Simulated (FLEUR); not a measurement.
# MnSe: which magnetic order is lowest, part 2 of 3

Aim: find out whether MnSe carries moments, and which collinear order costs least.

FLEUR MaX-R8.1; LDA (VWN) with U = 4 eV on Mn d; all-electron FLAPW, Dirac cores, scalar-relativistic bands.

So far, largest spin moment in the muffin-tin sphere (μB): step 2 (start 1: ferro +) 4.67.

The database entry behind the starting cell differs from later determinations by our own check (about 0.4 % short), so it need not match the best structure at ambient conditions.

### 3. Order 2, typed as antiferro q=(0,1/2,1/2) +-

Reversing part of the moments tests the sign of the couplings between them.

The cell is doubled to 4 atoms to hold this order. The mesh is halved along the doubled vector, so that both cells sample the same points. The k list default-1 (kpts.xml, not shown) is a Γ-centred 8×4×8 mesh.

inp.xml

```
<?xml version="1.0" encoding="UTF-8" standalone="no"?>
<fleurInput fleurInputVersion="0.39">
   <comment>
      MnSe
   </comment>
   <calculationSetup>
      <cutoffs Kmax="3.6" Gmax="10.8" GmaxXC="10.8" numbands="0"/>
      <scfLoop itmax="130" minDistance="0.0001" maxIterBroyd="15" imix="Anderson" alpha="0.05" precondParam="0.0" spinf="2.0" sdNocoIR="T"/>
      <coreElectrons ctail="T" frcor="F" kcrel="0" coretail_lmax="0"/>
      <xcFunctional name="vwn" relativisticCorrections="F"/>
      <magnetism jspins="2"/>
      <soc l_soc="F" theta="0.0" phi="0.0" spav="F"/>
      <expertModes spex="0" secvar="F"/>
      <geometryOptimization l_f="F" forcealpha="1.0" forcemix="BFGS" epsdisp="0.00001" epsforce="0.00001"/>
      <ldaU l_linMix="F" mixParam="0.05" spinf="1.0"/>
   </calculationSetup>
   <cell>
      <bzIntegration valenceElectrons="62.0" mode="hist" fermiSmearingEnergy="0.00293995">
         <kPointListSelection listName="default-1"/>
         <xi:include xmlns:xi="http://www.w3.org/2001/XInclude" href="kpts.xml"> </xi:include>
      </bzIntegration>
      <xi:include xmlns:xi="http://www.w3.org/2001/XInclude" href="sym.xml"> </xi:include>
      <bulkLattice scale="1.0">
         <bravaisMatrix>
            <row-1>    0.0000000000000000     5.1400550589120000     5.1400550589120000</row-1>
            <row-2>   10.2801101178240000     0.0000000000000000    10.2801101178240000</row-2>
            <row-3>   10.2801101178240000     5.1400550589120000     5.1400550589120000</row-3>
         </bravaisMatrix>
      </bulkLattice>
   </cell>
   <atomSpecies>
      <species name="Manganese 4.500" element="Mn" atomicNumber="25">
         <mtSphere radius="2.51" gridPoints="829" logIncrement="0.015"/>
         <atomicCutoffs lmax="10" lnonsphr="8"/>
         <electronConfig flipSpins="F">
            <coreConfig>(1s1/2) (2s1/2) (2p1/2) (2p3/2)</coreConfig>
            <valenceConfig>(3s1/2) (3p1/2) (3p3/2) (4s1/2) (3d3/2) (3d5/2)</valenceConfig>
            <stateOccupation state="(3d3/2)" spinUp="1.75" spinDown="0.25"/>
            <stateOccupation state="(3d5/2)" spinUp="3.0" spinDown="0.0"/>
         </electronConfig>
         <energyParameters s="4" p="4" d="3" f="4"/>
         <ldaU l="2" U="4.0" J="0.0" l_amf="F"/>
         <lo type="SCLO" l="0" n="3" eDeriv="0"/>
         <lo type="SCLO" l="1" n="3" eDeriv="0"/>
      </species>
      <species name="Manganese -4.500" element="Mn" atomicNumber="25">
         <mtSphere radius="2.51" gridPoints="829" logIncrement="0.015"/>
         <atomicCutoffs lmax="10" lnonsphr="8"/>
         <electronConfig flipSpins="F">
            <coreConfig>(1s1/2) (2s1/2) (2p1/2) (2p3/2)</coreConfig>
            <valenceConfig>(3s1/2) (3p1/2) (3p3/2) (4s1/2) (3d3/2) (3d5/2)</valenceConfig>
            <stateOccupation state="(3d3/2)" spinUp="0.25" spinDown="1.75"/>
            <stateOccupation state="(3d5/2)" spinUp="0.0" spinDown="3.0"/>
         </electronConfig>
         <energyParameters s="4" p="4" d="3" f="4"/>
         <ldaU l="2" U="4.0" J="0.0" l_amf="F"/>
         <lo type="SCLO" l="0" n="3" eDeriv="0"/>
         <lo type="SCLO" l="1" n="3" eDeriv="0"/>
      </species>
      <species name="Selenium (Se)" element="Se" atomicNumber="34">
         <mtSphere radius="2.51" gridPoints="829" logIncrement="0.015"/>
         <atomicCutoffs lmax="10" lnonsphr="8"/>
         <electronConfig flipSpins="F">
            <coreConfig>(1s1/2) (2s1/2) (2p1/2) (2p3/2) (3s1/2) (3p1/2) (3p3/2)</coreConfig>
            <valenceConfig>(4s1/2) (3d3/2) (3d5/2) (4p1/2) (4p3/2)</valenceConfig>
            <stateOccupation state="(4p1/2)" spinUp="0.666667" spinDown="0.666667"/>
            <stateOccupation state="(4p3/2)" spinUp="1.333333" spinDown="1.333333"/>
         </electronConfig>
         <energyParameters s="4" p="4" d="3" f="4"/>
      </species>
   </atomSpecies>
   <atomGroups>
      <atomGroup species="Manganese 4.500">
         <relPos label="                   1">.0000000000 .0000000000 .0000000000</relPos>
         <force calculate="T" relaxXYZ="TTT"/>
      </atomGroup>
      <atomGroup species="Manganese -4.500">
         <relPos label="                   2">.0000000000 1.000/2.000 .0000000000</relPos>
         <force calculate="T" relaxXYZ="TTT"/>
      </atomGroup>
      <atomGroup species="Selenium (Se)">
         <relPos label="                   3">1.000/2.000 .0000000000 1.000/2.000</relPos>
         <force calculate="T" relaxXYZ="TTT"/>
      </atomGroup>
      <atomGroup species="Selenium (Se)">
         <relPos label="                   4">1.000/2.000 1.000/2.000 1.000/2.000</relPos>
         <force calculate="T" relaxXYZ="TTT"/>
      </atomGroup>
   </atomGroups>
   <output dos="F" band="F" slice="F">
      <bandDOS minEnergy="-.5*Htr" maxEnergy="0.5*Htr" sigma="0.015" storeEVData="T"/>
      <plotting iplot="0" polar="F">
         <plot TwoD="T" vec1="  1.0  0.0  0.0" vec2="  0.0  1.0  0.0" vec3="  0.0  0.0  1.0" zero="  0.0  0.0  0.0" file="plot"/>
      </plotting>
      <moessbauerParams electricFieldGradient="F" isomerShift="F" coreHyperfine="F" valenceHyperfine="F"/>
   </output>
</fleurInput>
```

crystal.txt

```
MnSe
&input film=F cartesian=F /
0.00000000000  2.72000000000  2.72000000000
5.44000000000  0.00000000000  5.44000000000
5.44000000000  2.72000000000  2.72000000000
1.8897261246
1.0 1.0 1.0

4
25 0.00000000000  0.00000000000  0.00000000000 : 4.500
25 0.00000000000  0.50000000000  0.00000000000 : -4.500
34 0.50000000000  0.00000000000  0.50000000000
34 0.50000000000  0.50000000000  0.50000000000

&kpt div1=8 div2=4 div3=8 gamma=T /
```

On the command line:

```bash
> OMP_NUM_THREADS=1 inpgen -f crystal.txt > inpgen.log  # inp.xml is then edited as shown
> OMP_NUM_THREADS=1 mpirun -n 4 fleur_MPI > fleur.log
```

What it wrote:

```text
[banner, memory and clock lines left out]
Welcome to FLEUR        (www.flapw.de)
      MaX-Release 8.1          (www.max-centre.eu)

 ========== k-point set info ==========
 Selected k-point list: default-1
 k-point list type: mesh
 0 x 0 x 0
 Number of k points: 80

 ------------Calculation Setup---------------------------
 Number of PE/node        :            4
 Number of OMP-threads    :            1
 k-points in parallel     :            4
 pe's per k-point         :            1
 No of k-point loops      :           20
 Eigenvalue solver        :       lapack
 Number of basis functions:          468
 Approximate size of matrices (H+S) per k-point:         0.003 GB
 no density matrix found ... skipping LDA+U
 Reset of history
 Iteration:     1   Distance:       5.12391038 me/bohr^3
 Iteration:     2   Distance:       6.06274806 me/bohr^3
 Iteration:     3   Distance:       5.71285729 me/bohr^3
 Iteration:     4   Distance:       2.16631165 me/bohr^3
 Iteration:     5   Distance:       1.02468868 me/bohr^3
 Iteration:     6   Distance:       1.02966610 me/bohr^3
 Iteration:     7   Distance:       0.29460380 me/bohr^3
 Iteration:     8   Distance:       0.09662768 me/bohr^3
 Iteration:     9   Distance:       0.06880798 me/bohr^3
 Iteration:    10   Distance:       0.01454357 me/bohr^3
 Iteration:    11   Distance:       0.01197584 me/bohr^3
 Iteration:    12   Distance:       0.00087275 me/bohr^3
 Iteration:    13   Distance:       0.00065158 me/bohr^3
 Iteration:    14   Distance:       0.00012758 me/bohr^3
 Iteration:    15   Distance:       0.00001183 me/bohr^3

 ********************************************************************
 Run finished successfully
 Stop message:
   all done
 ********************************************************************

--- out.xml (last complete iteration) ---
<iteration numberForCurrentRun="   15" overallNumber="   15">
         [... left out ...]
         <bandgap value="1.2569783539" units="eV"/>
         <sumValenceSingleParticleEnergies value="-58.1965629088" units="Htr"/>
         <FermiEnergy value="0.2594353424" units="Htr"/>
         <valenceDensity>
            <mtCharges spin="1">
               <mtCharge atomType="1" total="9.1543567" s="1.1706530" p="3.1603648" d="4.8078885" f="0.0128469"/>
               <mtCharge atomType="2" total="4.5099304" s="1.1262686" p="3.1239012" d="0.2443986" f="0.0126768"/>
               <mtCharge atomType="3" total="7.4543659" s="0.8324771" p="1.6121143" d="5.0041520" f="0.0043060"/>
               <mtCharge atomType="4" total="7.4877922" s="0.8375444" p="1.6348917" d="5.0068071" f="0.0063585"/>
            </mtCharges>
            <mtCharges spin="2">
               <mtCharge atomType="1" total="4.5099304" s="1.1262686" p="3.1239012" d="0.2443986" f="0.0126768"/>
               <mtCharge atomType="2" total="9.1543567" s="1.1706530" p="3.1603648" d="4.8078885" f="0.0128469"/>
               <mtCharge atomType="3" total="7.4877922" s="0.8375444" p="1.6348917" d="5.0068071" f="0.0063585"/>
               <mtCharge atomType="4" total="7.4543659" s="0.8324771" p="1.6121143" d="5.0041520" f="0.0043060"/>
            </mtCharges>
            <spinDependentCharge spin="1" total="31.0000000" interstitial="2.3935547" mtSpheres="28.6064453"/>
            <spinDependentCharge spin="2" total="31.0000000" interstitial="2.3935547" mtSpheres="28.6064453"/>
            <totalCharge value="62.0000000000"/>
         </valenceDensity>
         [... left out ...]
         <magneticMomentsInMTSpheres units="muBohr">
            <globalMagMoment atomType="1" vec="0.00000   0.00000   4.64443"/>
            <localMagMoment atomType="1" vec="0.00000   0.00000   4.64443"/>
            <globalMagMoment atomType="2" vec="0.00000   0.00000  -4.64443"/>
            <localMagMoment atomType="2" vec="0.00000   0.00000  -4.64443"/>
            <globalMagMoment atomType="3" vec="0.00000   0.00000  -0.03343"/>
            <localMagMoment atomType="3" vec="0.00000   0.00000  -0.03343"/>
            <globalMagMoment atomType="4" vec="0.00000   0.00000   0.03343"/>
            <localMagMoment atomType="4" vec="0.00000   0.00000   0.03343"/>
         </magneticMomentsInMTSpheres>
         [... left out ...]
         <totalEnergy value="    -7167.1977194701" units="Htr">
            <sumOfEigenvalues value="    -4153.4294234716">
               <coreElectrons value="-4095.2328605628"/>
               <valenceElectrons value="-58.1965629088"/>
            </sumOfEigenvalues>
            <densityCoulombPotentialIntegral value="-11104.7321720560"/>
            <densityEffectivePotentialIntegral value="-11462.6149112736"/>
            <chargeDenXCDenIntegral value="-270.2387060600"/>
            <FockExchangeEnergyValence value="0.0000000000"/>
            <FockExchangeEnergyCore value="0.0000000000"/>
         [... left out ...]
            <dftUCorrection value="-0.6824934622"/>
            <tkbTimesEntropy value="0.0000002228"/>
            <freeEnergy value="-7167.1977196929"/>
            <extrapolationTo0K value="-7167.1977195815"/>
         </totalEnergy>
         [... left out ...]
         <ldaUDensityMatrixConvergence>
            <distance spin="1" distance="0.000001"/>
            <distance spin="2" distance="0.000001"/>
         </ldaUDensityMatrixConvergence>
         <densityConvergence units="me/bohr^3">
            <chargeDensity spin="1" distance="0.0000076766"/>
            <chargeDensity spin="2" distance="0.0000076765"/>
            <overallChargeDensity distance="0.0000097874"/>
            <spinDensity distance="0.0000118290"/>
         </densityConvergence>
      </iteration>
```

It took 58 s on 4 MPI ranks of Intel Xeon 6975P-C (Granite Rapids), shared host; peak memory 0.49 GiB.

Spin moment in the muffin-tin sphere by atom:

```csv
atom,spin moment in the muffin-tin sphere (μB)
Mn1,4.64
Mn2,-4.64
Se3,-0.03
Se4,0.03
```

Read from the output:

- free energy: -195029.3855 eV
- program's band gap on this mesh (in a metal only a level spacing): 1.257 eV
- magnetization: 0 μB
- final state: antiferromagnetic

It lies 5.92 meV a seeded atom under the first start, and its largest moment is 4.64 μB against 4.67 μB.

### 4. Start 3: antiferro q=(0,0,1/2) +-

An opposed order shows whether neighbours prefer unlike signs.

The cell is doubled to 4 atoms to hold this order. The mesh is halved along the doubled vector, so that both cells sample the same points. The k list default-1 (kpts.xml, not shown) is a Γ-centred 8×8×4 mesh.

inp.xml, as its differences from that of step 3:

```diff
@@ -25,4 +25,4 @@
             <row-1>    0.0000000000000000     5.1400550589120000     5.1400550589120000</row-1>
-            <row-2>   10.2801101178240000     0.0000000000000000    10.2801101178240000</row-2>
-            <row-3>   10.2801101178240000     5.1400550589120000     5.1400550589120000</row-3>
+            <row-2>    5.1400550589120000     0.0000000000000000     5.1400550589120000</row-2>
+            <row-3>   10.2801101178240000    10.2801101178240000     0.0000000000000000</row-3>
          </bravaisMatrix>
@@ -77,3 +77,3 @@
       <atomGroup species="Manganese -4.500">
-         <relPos label="                   2">.0000000000 1.000/2.000 .0000000000</relPos>
+         <relPos label="                   2">.0000000000 .0000000000 1.000/2.000</relPos>
          <force calculate="T" relaxXYZ="TTT"/>
@@ -81,7 +81,4 @@
       <atomGroup species="Selenium (Se)">
-         <relPos label="                   3">1.000/2.000 .0000000000 1.000/2.000</relPos>
-         <force calculate="T" relaxXYZ="TTT"/>
-      </atomGroup>
-      <atomGroup species="Selenium (Se)">
-         <relPos label="                   4">1.000/2.000 1.000/2.000 1.000/2.000</relPos>
+         <relPos label="                   3">1.000/2.000 1.000/2.000 1.000/4.000</relPos>
+         <relPos label="                   4">1.000/2.000 1.000/2.000 -1.000/4.000</relPos>
          <force calculate="T" relaxXYZ="TTT"/>
```

crystal.txt

```
MnSe
&input film=F cartesian=F /
0.00000000000  2.72000000000  2.72000000000
2.72000000000  0.00000000000  2.72000000000
5.44000000000  5.44000000000  0.00000000000
1.8897261246
1.0 1.0 1.0

4
25 0.00000000000  0.00000000000  0.00000000000 : 4.500
25 0.00000000000  0.00000000000  0.50000000000 : -4.500
34 0.50000000000  0.50000000000  0.25000000000
34 0.50000000000  0.50000000000  0.75000000000

&kpt div1=8 div2=8 div3=4 gamma=T /
```

What it wrote:

```text
[banner, memory and clock lines left out]
Welcome to FLEUR        (www.flapw.de)
      MaX-Release 8.1          (www.max-centre.eu)

 ========== k-point set info ==========
 Selected k-point list: default-1
 k-point list type: mesh
 0 x 0 x 0
 Number of k points: 80

 [... set-up left out ...]
 no density matrix found ... skipping LDA+U
 Reset of history
 Iteration:     1   Distance:       5.73101490 me/bohr^3
 Iteration:     2   Distance:       5.54015288 me/bohr^3
 Iteration:     3   Distance:       5.20453054 me/bohr^3
 Iteration:     4   Distance:       2.12435458 me/bohr^3
[...]
[... left out ...]
            <freeEnergy value="-7167.1996853378"/>
            <extrapolationTo0K value="-7167.1996853378"/>
         </totalEnergy>
         [... left out ...]
         <ldaUDensityMatrixConvergence>
            <distance spin="1" distance="0.000003"/>
            <distance spin="2" distance="0.000003"/>
         </ldaUDensityMatrixConvergence>
         <densityConvergence units="me/bohr^3">
            <chargeDensity spin="1" distance="0.0000250423"/>
            <chargeDensity spin="2" distance="0.0000253026"/>
            <overallChargeDensity distance="0.0000366381"/>
            <spinDensity distance="0.0000345302"/>
         </densityConvergence>
      </iteration>
```

Run time: 50 s. Hardware: 4 MPI ranks; peak memory 0.48 GiB.

Spin moment in the muffin-tin sphere by atom:

```csv
atom,spin moment in the muffin-tin sphere (μB)
Mn1,4.59
Mn2,-4.59
Se3,0.00
Se4,0.00
```

Numbers from this step:

```yaml
free_energy: -195029.4389 eV
program_s_band_gap_on_this_mesh_in_a_metal_only_a_level_spacing: 2.012 eV
magnetization: 0 μB
final_state: antiferromagnetic
```

It lies 32.7 meV a seeded atom under the first start, and its largest moment is 4.59 μB against 4.67 μB.

(Continued in part 3 of 3.)

[Logs and program files are shortened in this print: banners, set-up blocks, solver, clock and traceback lines can be left out without a mark of their own.]

[Logs are printed without paths, hosts, clocks, repeated set-up lines and the standing remarks that a program may print on its own settings, such as how far it seeks lower states.]

[Hosts, paths, dates, database ids (printed as entryN), source tags and the programs' standing remarks are cut or masked in the printed files.]

[Where a cell is said to come from a database of computed structures, the database is the Materials Project.]
